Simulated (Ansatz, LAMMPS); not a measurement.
# Amorphous 41Ga2O3-59SiO2 (mol %) (111 atoms) under strain, part 3 of 3

How stiff is amorphous 41Ga2O3-59SiO2 (mol %) (111 atoms), and how do its levels respond to strain?

Ansatz 0.2.0; Kohn-Sham DFT, PBE, PAW (set soft_2), plane waves.

The cell: 24 Ga, 17 Si and 70 O. The quench rate of 50 K/ps far exceeds what a furnace or splat quench reaches. The network of bonds at the start is that of the classical potential that made the cell. Sampling is at Γ alone.

So far. Step 9 (Volume -10 %): The relaxation converged after 10 steps, 5.29 eV below its start, with a largest force component of 0.039 eV/Å. Step 9 (Volume -10 %): Volume -10 %: the energy stands 3.45 eV above that of the reference, at a pressure of 8.67 GPa.

### 10. Stretched by 1 % along x

The relaxed cell is strained along x alone, which gives the stiffness along x and its coupling to y and z.

Contents of input.yaml:

```yaml
crystal:
  lattice:
    - [11.15522, -0.23677, 0.2905]
    - [-0.23914, 11.27063, 0.16567]
    - [0.2934, 0.16567, 11.25843]
  atoms:
    [... the 111 atom lines of step 4 ...]
kpoints:
  mp_grid: { grid: [1, 1, 1] }
hamiltonian:
  xc: pbe
scf:
  occupations: { method: fixed }
output:
  forces: true
  eigenvalues: true
  stress: true
relax:
  f_tol: 0.05
  max_steps: 70
```

Started as:

```
$ ansatz run input.yaml --threads 4 --pin off --max-ram 8192MiB --backend cpu --events-out ev --progress --plain --runs-dir out
```

Numbers of over 12 decimals in the logs are rounded to 6 here.

What it wrote:

```text
[...]
Crystal: 111 atoms, lattice volume = 1413.554 Å³
Basis set: ecut = 420 eV, 27579 PW (Γ), exchange–correlation on 150×160×160 points (8 copies of the dense FFT grid, shifted against one another)
Bands: 511, of which v1, the nominal top of the filled ones, is band 400 counted from 1 (399 counted from 0)
Symmetry: 1 space group operations
[...]
k-points: 1
[...]
SCF iter   1: F=—  HF=-141384.082593 eV  |F-HF|=—  |Δ(HF+E_count)|=         —  Δρ=2.34e-3  dr2=1.33e-1  ethr=1.77e-3  ⟨swp⟩=5.0  Hψ=1839  notcnv=0  defer=108
[...]
SCF iter   6: F=-141384.062523 eV  HF=-141384.062538 eV  |F-HF|=1.46e-5  |Δ(HF+E_count)|=   6.89e-5  Δρ=4.46e-5  dr2=3.35e-5  ethr=7.81e-9  ⟨swp⟩=12.0  Hψ=3286  notcnv=0
SCF 1 converged in 6 iterations: F = -141384.062523 eV  dr2 = 3.35e-5
[...]
relax step   1: F+E_penalty+E_count = -141384.06252338 eV  Δ(F+E_penalty+E_count) = +0.000e0 eV  max|allowed force component| = 3.902e-1 eV/Å  Δτ_max = 0.0000 Å  (6 SCF iters, dr2 threshold 6.25e-5 eV, accepted)
[...]
relax step   2: F+E_penalty+E_count = -141384.10122806 eV  Δ(F+E_penalty+E_count) = -3.870e-2 eV  max|allowed force component| = 2.415e-1 eV/Å  Δτ_max = 0.0160 Å  (6 SCF iters, dr2 threshold 9.52e-6 eV, accepted)
[...]
relax step   3: F+E_penalty+E_count = -141384.12569863 eV  Δ(F+E_penalty+E_count) = -2.447e-2 eV  max|allowed force component| = 7.065e-2 eV/Å  Δτ_max = 0.0195 Å  (6 SCF iters, dr2 threshold 3.64e-6 eV, accepted)
relax step   4: F+E_penalty+E_count = -141384.11908948 eV  Δ(F+E_penalty+E_count) = +6.609e-3 eV  max|allowed force component| = 2.572e-1 eV/Å  Δτ_max = 0.1594 Å  (10 SCF iters, rejected (line search))
relax step   5: F+E_penalty+E_count = -141384.13719352 eV  Δ(F+E_penalty+E_count) = -1.149e-2 eV  max|allowed force component| = 8.913e-2 eV/Å  Δτ_max = 0.0777 Å  (9 SCF iters, accepted)
[...]
relax step   6: F+E_penalty+E_count = -141384.13922923 eV  Δ(F+E_penalty+E_count) = -2.036e-3 eV  max|allowed force component| = 4.940e-2 eV/Å  Δτ_max = 0.0504 Å  (9 SCF iters, accepted)
SCF converged after 9 iterations
Free energy (F): -141384.139229 eV
[...]
Internal energy: -141384.139229 eV  (E = F + TS)
E sigma→0 (E₀):  -141384.139229 eV
Fermi energy:    4.614717 eV
[...]
--- Forces (eV/Å), atoms counted from 1 ---
  atom   1  Ga     0.00143756     0.01061179     0.02218055
  atom   2  Ga    -0.01186771    -0.01439230    -0.01951165
  atom   3  Ga    -0.00385067     0.00382873     0.00774313
  atom   4  Ga    -0.00357020     0.00156650    -0.02345895
  atom   5  Ga     0.00889459     0.00631823    -0.00235388
  atom   6  Ga     0.00402788    -0.00684277     0.01208913
  atom   7  Ga     0.00215286    -0.00347748     0.00849009
  atom   8  Ga    -0.01212502    -0.00700089    -0.00933420
  atom   9  Ga    -0.01664905    -0.00683098    -0.01643201
  atom  10  Ga    -0.02021981    -0.00858225    -0.00455358
  atom  11  Ga     0.01495815     0.01149768    -0.02696970
  atom  12  Ga     0.00462342    -0.00557209     0.01827760
  atom  13  Ga    -0.01510085     0.00857261     0.00894181
  atom  14  Ga    -0.00229228    -0.01036986     0.00258894
[...]
atom 110  O      0.01216332    -0.00878439     0.00321754
  atom 111  O      0.00989864    -0.01242220    -0.01525128
  max |Σ_I F_I| component: 5.35e-5 eV/Å
--- Stress (GPa, compression-positive) ---
       -1.223880      -0.043901       0.030615
       -0.043901      -0.288109      -0.079979
        0.030615      -0.079978      -0.352720
  P = ⅓ Tr σ = -0.6216 GPa (-6.216 kbar)
--- Band table (eV) ---
[...]
--- Relaxed structure (6 steps of the walk, 5 accepted, 0 SCFs on fresh bases) ---
  F+E_penalty+E_count = -141384.13922923 eV   max|allowed force component| = 4.940e-2 eV/Å
  atoms:
    - { symbol: Ga, position: [0.714035, 0.908376, 0.279711] }
    - { symbol: Ga, position: [0.274049, 0.829931, 0.692431] }
    - { symbol: Ga, position: [0.535816, 0.219129, 0.00196305] }
    - { symbol: Ga, position: [0.456178, 0.961421, 0.966224] }
[...]
- { symbol: O, position: [0.591918, 0.962933, 0.051696] }
```

It took 1.8 min on 4 threads of Intel Xeon Platinum 8488C (Sapphire Rapids), shared host; peak memory 2.2 GiB.

The relaxation converged after 6 steps, 0.0767 eV below its start, with a largest force component of 0.049 eV/Å.

Stretched by 1 % along x: the energy stands 0.0650 eV above that of the reference, at a pressure of -0.622 GPa.

### 11. Compressed by 1 % along x

The relaxed cell is strained along x alone, which gives the stiffness along x and its coupling to y and z.

input.yaml, the sections that differ from step 10:

```yaml
crystal:
  lattice:
    - [10.93432, -0.23677, 0.2905]
    - [-0.2344, 11.27063, 0.16567]
    - [0.2876, 0.16567, 11.25843]
  atoms:
    [... the 111 atom lines of step 4 ...]
# kpoints, hamiltonian, scf, output, relax: as in step 10
```

What it wrote:

```text
[...]
Crystal: 111 atoms, lattice volume = 1385.562 Å³
Basis set: ecut = 420 eV, 27081 PW (Γ), exchange–correlation on 150×160×160 points (8 copies of the dense FFT grid, shifted against one another)
Bands: 511, of which v1, the nominal top of the filled ones, is band 400 counted from 1 (399 counted from 0)
Symmetry: 1 space group operations
[...]
k-points: 1
[...]
SCF iter   1: F=—  HF=-141384.085779 eV  |F-HF|=—  |Δ(HF+E_count)|=         —  Δρ=2.35e-3  dr2=1.23e-1  ethr=1.77e-3  ⟨swp⟩=5.0  Hψ=1839  notcnv=0  defer=108
[...]
SCF iter   5: F=—  HF=-141384.067005 eV  |F-HF|=—  |Δ(HF+E_count)|=   7.47e-5  Δρ=1.44e-4  dr2=2.66e-4  ethr=9.19e-8  ⟨swp⟩=2.0  Hψ=801  notcnv=0  defer=109
SCF iter   6: F=-141384.066941 eV  HF=-141384.066953 eV  |F-HF|=1.11e-5  |Δ(HF+E_count)|=   5.22e-5  Δρ=4.24e-5  dr2=2.94e-5  ethr=7.81e-9  ⟨swp⟩=12.0  Hψ=3155  notcnv=0
SCF 1 converged in 6 iterations: F = -141384.066941 eV  dr2 = 2.94e-5
[...]
relax step   1: F+E_penalty+E_count = -141384.06694140 eV  Δ(F+E_penalty+E_count) = +0.000e0 eV  max|allowed force component| = 4.458e-1 eV/Å  Δτ_max = 0.0000 Å  (6 SCF iters, dr2 threshold 6.25e-5 eV, accepted)
[...]
relax step   2: F+E_penalty+E_count = -141384.10820620 eV  Δ(F+E_penalty+E_count) = -4.126e-2 eV  max|allowed force component| = 2.675e-1 eV/Å  Δτ_max = 0.0160 Å  (6 SCF iters, dr2 threshold 1.24e-5 eV, accepted)
[...]
relax step   3: F+E_penalty+E_count = -141384.13395756 eV  Δ(F+E_penalty+E_count) = -2.575e-2 eV  max|allowed force component| = 6.741e-2 eV/Å  Δτ_max = 0.0187 Å  (6 SCF iters, dr2 threshold 4.47e-6 eV, accepted)
relax step   4: F+E_penalty+E_count = -141384.08271641 eV  Δ(F+E_penalty+E_count) = +5.124e-2 eV  max|allowed force component| = 3.058e-1 eV/Å  Δτ_max = 0.1961 Å  (11 SCF iters, rejected (line search))
relax step   5: F+E_penalty+E_count = -141384.14094077 eV  Δ(F+E_penalty+E_count) = -6.983e-3 eV  max|allowed force component| = 6.442e-2 eV/Å  Δτ_max = 0.0512 Å  (10 SCF iters, accepted)
[...]
relax step   6: F+E_penalty+E_count = -141384.14348988 eV  Δ(F+E_penalty+E_count) = -2.549e-3 eV  max|allowed force component| = 2.683e-2 eV/Å  Δτ_max = 0.0216 Å  (8 SCF iters, accepted)
SCF converged after 8 iterations
Free energy (F): -141384.143490 eV
[...]
Internal energy: -141384.143490 eV  (E = F + TS)
E sigma→0 (E₀):  -141384.143490 eV
Fermi energy:    4.844136 eV
[...]
Σ components = -141384.143490   (vs F -141384.143490, Δ=0.00e0)
--- Forces (eV/Å), atoms counted from 1 ---
  atom   1  Ga    -0.00006898     0.00594878    -0.00137505
  atom   2  Ga     0.00173149     0.00386564     0.00256982
  atom   3  Ga    -0.00294710    -0.00425378     0.00358109
  atom   4  Ga    -0.00106707     0.00383437    -0.00387881
[...]
atom 111  O     -0.00259597    -0.00212733     0.00097540
  max |Σ_I F_I| component: 4.89e-5 eV/Å
--- Stress (GPa, compression-positive) ---
        1.410043      -0.009058       0.036162
       -0.009058       0.428104       0.040445
        0.036162       0.040446       0.540638
  P = ⅓ Tr σ = 0.7929 GPa (7.929 kbar)
--- Band table (eV) ---
[...]
--- Relaxed structure (6 steps of the walk, 5 accepted, 0 SCFs on fresh bases) ---
  F+E_penalty+E_count = -141384.14348988 eV   max|allowed force component| = 2.683e-2 eV/Å
  atoms:
    - { symbol: Ga, position: [0.715735, 0.909845, 0.279707] }
    - { symbol: Ga, position: [0.272038, 0.834315, 0.690414] }
    - { symbol: Ga, position: [0.530642, 0.220858, 0.00148068] }
    - { symbol: Ga, position: [0.453047, 0.962073, 0.965497] }
[...]
- { symbol: O, position: [0.589501, 0.960635, 0.053061] }
```

The job ended after 2 min (4 threads; peak memory 2.2 GiB).

The relaxation converged after 6 steps, 0.0765 eV below its start, with a largest force component of 0.027 eV/Å.

Compressed by 1 % along x: the energy stands 0.0608 eV above that of the reference, at a pressure of 0.793 GPa.

### 12. Sheared by 2 % in xy

A shear of the relaxed cell gives the modulus that volume changes can't reach.

input.yaml, the sections that differ from step 11:

```yaml
crystal:
  lattice:
    - [11.0424, -0.12632, 0.2905]
    - [-0.12406, 11.26826, 0.16567]
    - [0.29216, 0.16858, 11.25843]
  atoms:
    [... the 111 atom lines of step 4 ...]
# kpoints, hamiltonian, scf, output, relax: as in step 11
```

What it wrote:

```text
[...]
Crystal: 111 atoms, lattice volume = 1399.418 Å³
Basis set: ecut = 420 eV, 27349 PW (Γ), exchange–correlation on 150×160×160 points (8 copies of the dense FFT grid, shifted against one another)
Bands: 511, of which v1, the nominal top of the filled ones, is band 400 counted from 1 (399 counted from 0)
Symmetry: 1 space group operations
[...]
k-points: 1
[...]
SCF iter   1: F=—  HF=-141384.037395 eV  |F-HF|=—  |Δ(HF+E_count)|=         —  Δρ=2.35e-3  dr2=1.27e-1  ethr=1.77e-3  ⟨swp⟩=5.0  Hψ=1839  notcnv=0  defer=108
[...]
SCF iter   5: F=—  HF=-141384.018568 eV  |F-HF|=—  |Δ(HF+E_count)|=   8.32e-5  Δρ=1.48e-4  dr2=2.86e-4  ethr=9.71e-8  ⟨swp⟩=2.0  Hψ=793  notcnv=0  defer=109
SCF iter   6: F=-141384.018497 eV  HF=-141384.018509 eV  |F-HF|=1.25e-5  |Δ(HF+E_count)|=   5.91e-5  Δρ=4.33e-5  dr2=3.10e-5  ethr=7.81e-9  ⟨swp⟩=13.0  Hψ=3200  notcnv=0
SCF 1 converged in 6 iterations: F = -141384.018497 eV  dr2 = 3.10e-5
[...]
relax step   1: F+E_penalty+E_count = -141384.01849654 eV  Δ(F+E_penalty+E_count) = +0.000e0 eV  max|allowed force component| = 6.367e-1 eV/Å  Δτ_max = 0.0000 Å  (6 SCF iters, dr2 threshold 6.25e-5 eV, accepted)
[...]
relax step   2: F+E_penalty+E_count = -141384.08442625 eV  Δ(F+E_penalty+E_count) = -6.593e-2 eV  max|allowed force component| = 4.032e-1 eV/Å  Δτ_max = 0.0176 Å  (6 SCF iters, dr2 threshold 2.53e-5 eV, accepted)
[...]
relax step   3: F+E_penalty+E_count = -141384.12243221 eV  Δ(F+E_penalty+E_count) = -3.801e-2 eV  max|allowed force component| = 8.109e-2 eV/Å  Δτ_max = 0.0224 Å  (6 SCF iters, dr2 threshold 1.02e-5 eV, accepted)
relax step   4: F+E_penalty+E_count = -141384.08080236 eV  Δ(F+E_penalty+E_count) = +4.163e-2 eV  max|allowed force component| = 2.320e-1 eV/Å  Δτ_max = 0.1275 Å  (11 SCF iters, rejected (line search))
relax step   5: F+E_penalty+E_count = -141384.12906653 eV  Δ(F+E_penalty+E_count) = -6.634e-3 eV  max|allowed force component| = 6.817e-2 eV/Å  Δτ_max = 0.0321 Å  (10 SCF iters, accepted)
relax step   6: F+E_penalty+E_count = -141384.12959206 eV  Δ(F+E_penalty+E_count) = -5.255e-4 eV  max|allowed force component| = 7.841e-2 eV/Å  Δτ_max = 0.0320 Å  (9 SCF iters, accepted)
relax step   7: F+E_penalty+E_count = -141384.13108096 eV  Δ(F+E_penalty+E_count) = -1.489e-3 eV  max|allowed force component| = 3.218e-2 eV/Å  Δτ_max = 0.0295 Å  (6 SCF iters, dr2 threshold 4.34e-6 eV, accepted)
[...]
relax step   8: F+E_penalty+E_count = -141384.13108180 eV  Δ(F+E_penalty+E_count) = -8.467e-7 eV  max|allowed force component| = 3.229e-2 eV/Å  Δτ_max = 0.0000 Å  (4 SCF iters, accepted)
SCF converged after 4 iterations
Free energy (F): -141384.131082 eV
[...]
Internal energy: -141384.131082 eV  (E = F + TS)
E sigma→0 (E₀):  -141384.131082 eV
Fermi energy:    4.731012 eV
[...]
Σ components = -141384.131082   (vs F -141384.131082, Δ=0.00e0)
--- Forces (eV/Å), atoms counted from 1 ---
  atom   1  Ga    -0.00844070    -0.00626781     0.00375789
  atom   2  Ga     0.01503708     0.00738359     0.01694040
  atom   3  Ga     0.00129025     0.00964432    -0.00740205
  atom   4  Ga     0.00661003     0.00932505     0.00003018
[...]
atom 111  O      0.00820800     0.00096771     0.00492239
  max |Σ_I F_I| component: 1.11e-4 eV/Å
--- Stress (GPa, compression-positive) ---
       -0.023810      -0.811731      -0.034315
       -0.811731      -0.071777       0.022330
       -0.034315       0.022331      -0.235485
  P = ⅓ Tr σ = -0.1104 GPa (-1.104 kbar)
--- Band table (eV) ---
[...]
--- Relaxed structure (8 steps of the walk, 7 accepted, 0 SCFs on fresh bases) ---
  F+E_penalty+E_count = -141384.13108180 eV   max|allowed force component| = 3.229e-2 eV/Å
  atoms:
    - { symbol: Ga, position: [0.715656, 0.909783, 0.279896] }
    - { symbol: Ga, position: [0.272011, 0.832263, 0.691800] }
    - { symbol: Ga, position: [0.530485, 0.220560, 0.001598] }
    - { symbol: Ga, position: [0.453295, 0.963415, 0.966077] }
[...]
- { symbol: O, position: [0.589555, 0.966182, 0.052224] }
```

The job ended after 2.3 min (4 threads; peak memory 2.2 GiB).

The relaxation converged after 8 steps, 0.113 eV below its start, with a largest force component of 0.032 eV/Å.

Sheared by 2 % in xy: the energy stands 0.0732 eV above that of the reference, at a pressure of -0.110 GPa.

### 13. Pressure against volume

Atoms are relaxed at each volume, in the scaled cell.

```csv
volume change (%),volume (Å³/atom),energy change (meV/atom),pressure (GPa),largest move on relaxing (Å),bonds,gap (eV)
-10,11.348,31.04,8.67,0.64,195,2.85
-6,11.852,10.49,4.42,0.40,194,2.63
-3,12.230,2.56,2.25,0.15,187,2.5
+0,12.609,0.00,0.00,-,185,2.28
+3,12.987,2.12,-1.71,0.26,184,2.08
+6,13.365,7.80,-3.13,0.47,180,1.98
```

### 14. Uniaxial strain and shear

Stress (GPa, compression positive) less that of the relaxed cell, atoms relaxed:

```csv
strain,xx,yy,zz,xy,energy change (meV/atom)
stretched by 1 % along x,-1.217,-0.286,-0.355,-0.040,0.59
compressed by 1 % along x,1.417,0.431,0.538,-0.005,0.55
sheared by 2 % in xy,-0.017,-0.069,-0.238,-0.808,0.66
```

### 15. Outcome

The bulk modulus, from the slope of pressure against ln V over the three points nearest the relaxed volume, is 66.1 GPa; between neighbouring points the slope runs 98, 69, 74, 58 and 49 GPa from the smallest volume up, without a steady fall, so no pressure derivative is given. The count of bonds runs from 180 to 195 over the series, so at some points contacts cross the cutoffs. At -10 % some atom moved by over 0.5 Å on relaxing, so that point may sit in another local minimum. The gap goes from 2.85 eV at the smallest volume to 1.98 eV at the largest, -5.5 eV per unit of ln V by a straight line, on the run's k-points. In the Cartesian axes of the cell, finite differences give C11 = 132, C12 = 35.8, C13 = 44.7 and C66 = 40.4 GPa (the shear of 2 % is the engineering strain, εxy = 0.01). The mean of C11, C12 and C13, which equals the bulk modulus in a cubic or isotropic solid, is 70.7 GPa: it agrees with the bulk modulus within 10 %. For an isotropic solid C66 would equal (C11 − C12)/2 = 47.9 GPa; so small a sample needn't be isotropic, and C66 rests on one shear. With the bulk modulus and C66 as K and G, Young's modulus would be about 101 GPa and Poisson's ratio 0.25.

**Limits.** Strains are finite and relaxations stop at the force tolerance of the input, which can leave moduli too stiff; they are those of a static cell at zero temperature. Volumes are changed with the cell's shape held, so in an anisotropic solid the modulus lies over the one under free hydrostatic load. The program notes that the SCF threshold of the relaxations is loose for the stress.

The DFT runs together took 33 min of wall time.

[Logs are printed without paths, hosts, clocks, repeated set-up lines and the standing remarks that a program may print on its own settings, such as how far it seeks lower states.]

[Hosts, paths, dates, database ids (printed as entryN), source tags and the programs' standing remarks are cut or masked in the printed files.]
